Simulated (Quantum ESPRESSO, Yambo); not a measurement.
# SrTiO3 (Tausonite): Bethe-Salpeter spectra with Yambo, part 3 of 3

Wanted: excitons and ε₂ of SrTiO3 (Tausonite), with cost.

Quantum ESPRESSO 7.5 and Yambo 5.3.0; PBE and many-body steps on it, plane waves. Known limits of the many-body steps: not at the basis limit; no spin-orbit coupling in some runs; coarse k mesh; bindings not settled in the k mesh.

So far. Step 7 (Excitons): The lowest state lies at 3.430 eV, 0.427 eV under the direct gap. Step 8 (Empty states on the mesh, 6×6×6 mesh, 66 bands): On this mesh the gap is 1.892 eV.

## Step 10: k mesh (6×6×6)

This step: Bethe-Salpeter equation on PBE with a scissors shift with spin-orbit coupling, plane waves, norm-conserving pseudopotentials.

bse5.in

```
optics
bss
bse
em1s
dipoles
rim_cut
RandQpts= 1000000
RandGvec= 1 RL
Chimod= "HARTREE"
BSKmod= "SEX"
BSEmod= "resonant"
BSSmod= "d"
BSENGexx= 20 Ry
BSENGBlk= 4 Ry
% BSEQptR
 1 | 1 |
%
% BSEBands
 37 | 44 |
%
% BEnRange
 0 | 6 | eV
%
% BDmRange
 0.1 | 0.1 | eV
%
BEnSteps= 121
% BLongDir
 1 | 0 | 0 |
%
% BndsRnXs
 11 | 66 |
%
NGsBlkXs= 4 Ry
% LongDrXs
 1 | 1 | 1 |
%
% KfnQP_E
 1.626 | 1.0 | 1.0 |
%
WRbsWF
FFTGvecs= 34 Ry
```

Run with:

```console
$ OMP_NUM_THREADS=2 mpirun -n 4 yambo -F bse5.in -J bse5 -C bse5 > bse5.log
```

The program printed:

```text
 Yambo, version 5.3.0

 [02] CORE Variables Setup
 =========================

  [... cell, symmetries and grids as in the set-up ...]

  [02.05] Energies & Occupations
  ==============================

  [X] === General ===
  [X] Electronic Temperature                        :  0.000000  0.000000 [eV K]
  [X] Bosonic    Temperature                        :  0.000000  0.000000 [eV K]
  [X] Finite Temperature mode                       : no
  [X] El. density                                   :  0.67159E+24 [cm-3]
  [X] Fermi Level                                   :  10.05573 [eV]

  [X] === Gaps and Widths ===
  [X] Conduction Band Min                           :  1.891732 [eV]
  [X] Valence Band Max                              :  0.000000 [eV]
  [X] Filled Bands                                  :   40
  [X] Empty Bands                                   :   41   66
  [X] Direct Gap                                    :  2.231273 [eV]
  [X] Direct Gap localized at k                     :  1
  [X] Indirect Gap                                  :  1.891732 [eV]
  [X] Indirect Gap between kpts                     :  20   1
  [X] Last valence band width                       :  1.064908 [eV]
  [X] 1st conduction band width                     :  2.609691 [eV]

 [03] Transferred momenta grid and indexing
 ==========================================

 [BZ sampling] Q-grid is User defined and/or read from the database

 IBZ Q-points                                      :  20
 BZ  Q-points                                      :  216

 K/Q-points units:
 rlu = crystal or reduced units; cc = cartesian coordinates; iku = interal k-units

 Q [ 1]         [rlu]:  0.000000  0.000000  0.000000
 Q [ 2]         [rlu]:  0.000000  0.000000  0.166667
[...]
X matrix size                                    :   81
  X band range                                     :   11   66
  X e/h energy range                               : -1.000000 -1.000000 [eV]
  X Time ordering                                  : T
  X Hxc Kernel                                     : HARTREE
  X Drude frequency                                :  0.000000  0.000000
  X poles                                          :  100.0000 [o/o]
  RL vectors in the sum                            :  1365
  [r,Vnl] included                                 : yes
  Field direction                                  :  0.577350E-5  0.577350E-5  0.577350E-5
  BZ energy Double Grid                            : no
  BZ energy DbGd points                            : 0
  BZ Q point size factor                           : -1.000000
  X Optical Averaged directions                    : none

 [08] Bethe Salpeter Equation driver
 ===================================

  [08.01] Bethe Salpeter Equation @q1
  ===================================

   [08.01.01] Transition pre-analysis @q1
   ======================================

   [08.01.02] Transition Groups build-up @q1
   =========================================

   [BSK] Transition groups (total):   40
   [BSK] Size (resonant):   3456
   [BSK]         (total):   3456
   [BSK] N. of matrices :  1

   [08.01.03] Loading Dipoles @q1
   ==============================

   [08.01.04] Independent Particles properties @q1
   ===============================================

   ==========================================================

   [BSE] Exchange components :   691
   [BSE] Correlation components :   81  301

    [08.01.05.01] Screened interaction header I/O
    =============================================

    [08.01.05.02] Main kernel loop
    ==============================

    [08.01.05.03] Wave-Function Phases
    ==================================

    [BSE] WF phases found       :  22.50000 [o/o]

   [08.01.06] BSE solver(s) @q1
   ============================

   [08.01.07] Diago Solver @q1
   ===========================

 [11] Game Over & Game summary
```

Run time: 4.6 min. Hardware: 4 MPI ranks of AMD EPYC 7R43, shared host; peak memory 2.9 GiB; 24 min of CPU time.

This step gave:

| Item | Value |
| --- | --- |
| transitions in the window | 3456 |
| direct gap of the transition levels | 3.857 eV |
| lowest state | 3.562 eV |
| first strong exciton (over a fiftieth of the strongest listed) | 3.562 eV |
| binding of the lowest state below the direct gap | 0.2953 eV |
| Coulomb term of one mesh cell | 0.3001 eV |

The binding is 0.98 times the screened Coulomb term of one mesh cell (0.30 eV), so it is not shown settled.

The lowest state lies at 3.562 eV, 0.295 eV under the direct gap.

The window of bands is narrower than in the first exciton run, so this row is not like for like with it.

## Step 11: Spectrum in a wider window

bse6.in

```
optics
bss
bse
em1s
dipoles
rim_cut
RandQpts= 1000000
RandGvec= 1 RL
Chimod= "HARTREE"
BSKmod= "SEX"
BSEmod= "resonant"
BSSmod= "h"
BSENGexx= 20 Ry
BSENGBlk= 4 Ry
% BSEQptR
 1 | 1 |
%
% BSEBands
 31 | 50 |
%
% BEnRange
 0 | 9 | eV
%
% BDmRange
 0.1 | 0.1 | eV
%
BEnSteps= 181
% BLongDir
 1 | 0 | 0 |
%
% BndsRnXs
 11 | 66 |
%
NGsBlkXs= 4 Ry
% LongDrXs
 1 | 1 | 1 |
%
% KfnQP_E
 1.626 | 1.0 | 1.0 |
%
BSHayTrs= -0.02
FFTGvecs= 34 Ry
```

Run with:

```console
$ OMP_NUM_THREADS=2 mpirun -n 4 yambo -F bse6.in -J bse6,bse5_W -C bse6 > bse6.log
```

The program printed:

```text
 Yambo, version 5.3.0

 [02] CORE Variables Setup
 =========================

  [... cell, symmetries and grids as in the set-up ...]

  [02.05] Energies & Occupations
  ==============================

  [X] === General ===
  [X] Electronic Temperature                        :  0.000000  0.000000 [eV K]
  [X] Bosonic    Temperature                        :  0.000000  0.000000 [eV K]
  [X] Finite Temperature mode                       : no
  [X] El. density                                   :  0.67159E+24 [cm-3]
  [X] Fermi Level                                   :  10.05573 [eV]

  [X] === Gaps and Widths ===
  [X] Conduction Band Min                           :  1.891732 [eV]
  [X] Valence Band Max                              :  0.000000 [eV]
  [X] Filled Bands                                  :   40
  [X] Empty Bands                                   :   41   66
  [X] Direct Gap                                    :  2.231273 [eV]
  [X] Direct Gap localized at k                     :  1
  [X] Indirect Gap                                  :  1.891732 [eV]
  [X] Indirect Gap between kpts                     :  20   1
  [X] Last valence band width                       :  1.064908 [eV]
  [X] 1st conduction band width                     :  2.609691 [eV]

 [03] Transferred momenta grid and indexing
 ==========================================

 IBZ Q-points                                      :  20
 BZ  Q-points                                      :  216

 K/Q-points units:
 rlu = crystal or reduced units; cc = cartesian coordinates; iku = interal k-units

 Q [ 1]         [rlu]:  0.000000  0.000000  0.000000
 Q [ 2]         [rlu]:  0.000000  0.000000  0.166667
 Q [ 3]         [rlu]:  0.000000  0.000000  0.333333
[...]
[coarse-grid] Minimum Bare Gap        [ev]:  1.891732
  [coarse-grid] Minimum Gap Correction  [ev]:  1.626000

  Eqp @ K [ 1]
  -56.39395 -56.39395 -33.10892 -33.10892 -32.70720 -32.70720 -32.45493 -32.45493
  -32.45493 -32.45493 -17.36474 -17.36474 -16.38310 -16.38310 -16.38310 -16.38310
  -15.47687 -15.47687 -14.34269 -14.34269 -14.34269 -14.34269  -2.87331  -2.87331
[...]
18.35988  18.35992
  Eqp @ K [ 2]
[...]
18.36472  18.36474
  Eqp @ K [ 3]
[...]
17.21563  17.21565
[...]
Eqp @ K [ 8]
[...]
Eqp @ K [ 9]
[...]
15.70125  15.70126
  -32.47312 -32.47312 -16.72011 -16.72011 -16.64068 -16.64068 -16.46076 -16.46076
     [... 85 further rows ...]
   11.35845  11.35846  11.35846  11.35847  11.87088  11.87088  15.74946  15.74946
   15.97935  15.97936

 [06] Dipoles
 ============

  [06.01] Setup: observables and procedures
  =========================================

  [WARNING] [r,Vnl^pseudo] included in position and velocity dipoles.

  [WARNING] In case H contains other non local terms, these are neglected

 [07] Static Dielectric Matrix
 =============================

    [08.01.05.02] Main kernel loop
    ==============================

    [08.01.05.03] Wave-Function Phases
    ==================================

    [BSE] WF phases found       :  22.50000 [o/o]

   [08.01.06] BSE solver(s) @q1
   ============================

   [08.01.07] Haydock Solver in the optics basis @q1 using the hermitian scheme
   ============================================================================

   Accuracy (requested)      : -0.020000 [o/o]

   [WARNING] [EPS_extend] Possible inaccuracy in the EPS prolungation

   [WARNING] [EPS_extend] Possible inaccuracy in the EPS prolungation

   [WARNING] [EPS_extend] Possible inaccuracy in the EPS prolungation

[...]
[WARNING] [EPS_extend] Possible inaccuracy in the EPS prolungation

   [WARNING] [EPS_extend] Possible inaccuracy in the EPS prolungation
   Iterations                :   84

 [11] Game Over & Game summary
```

It took 8.4 min on 4 MPI ranks; peak memory 5.7 GiB; 62 min of CPU time.

This step gave:

```yaml
transitions_in_the_window: 21600
direct_gap_of_the_transition_levels: 3.857 eV
```

The program warns that the window of bands cuts a degenerate level, which breaks the symmetry of states and spectrum.

## Step 12: The runs together

Times are wall times on 4 MPI ranks of AMD EPYC 7R43, shared host, good to a factor of about two.

| run | mesh | transitions | broadening (eV) | direct gap (eV) | lowest state (eV) | binding (eV) | mesh cell's term (eV) | tallest peak (eV) | height | time |
| --- | --- | --- | --- | --- | --- | --- | --- | --- | --- | --- |
| excitons | 4×4×4 | 1536 | 0.1 | 3.857 | 3.430 | 0.427 | 0.420 | 5.25 | 9.89 | 39 s |
| k mesh (6×6×6) | 6×6×6 | 3456 | 0.1 | 3.857 | 3.562 | 0.295 | 0.300 | 3.80 | 3.49 | 4.6 min |
| spectrum in a wider window | 6×6×6 | 21600 | 0.1 | 3.857 | - | - | - | 4.75 | 14.2 | 8.4 min |

## Step 13: What came out

```json
{
  "excitons": "lowest state 3.430 eV (not settled in the k mesh)",
  "k mesh (6×6×6)": "lowest state 3.562 eV (not settled in the k mesh)",
  "spectrum in a wider window": "tallest peak 4.8 eV"
}
```

On the 4×4×4 mesh the lowest exciton lies at 3.430 eV, 0.427 eV below the direct gap; one cell of the mesh carries a screened Coulomb term of 0.42 eV, so this binding is not shown settled. k mesh (6×6×6), against «excitons (4×4×4)»: the lowest state moves by +0.131 eV (keys changed: BSEBands, the mesh and the band window). Spectrum in a wider window, against «k mesh (6×6×6)»: the tallest peak goes from 3.80 eV to 4.75 eV (keys changed: BSEBands, BSSmod, BEnSteps, BSHayTrs, BEnRange and the band window). Lines within a few meV of each other can be one level split by numerical noise, or distinct levels. Screening is static and electronic alone, and only transitions inside the band window count. The 4×4×4 mesh is coarse for this cell, which bears on the long-range parts of exchange and screening.

[Paths, hosts, dates, memory and timing lines, banners, echoed tables and standing remarks are left out of the program output.]

[Logs are printed without paths, hosts, clocks, repeated set-up lines and the standing remarks that a program may print on its own settings, such as how far it seeks lower states.]

[Runs of the session that timed out or met a known fault of the program may be left out.]

[Hosts, paths, dates, database ids (printed as entryN), source tags and the programs' standing remarks are cut or masked in the printed files.]
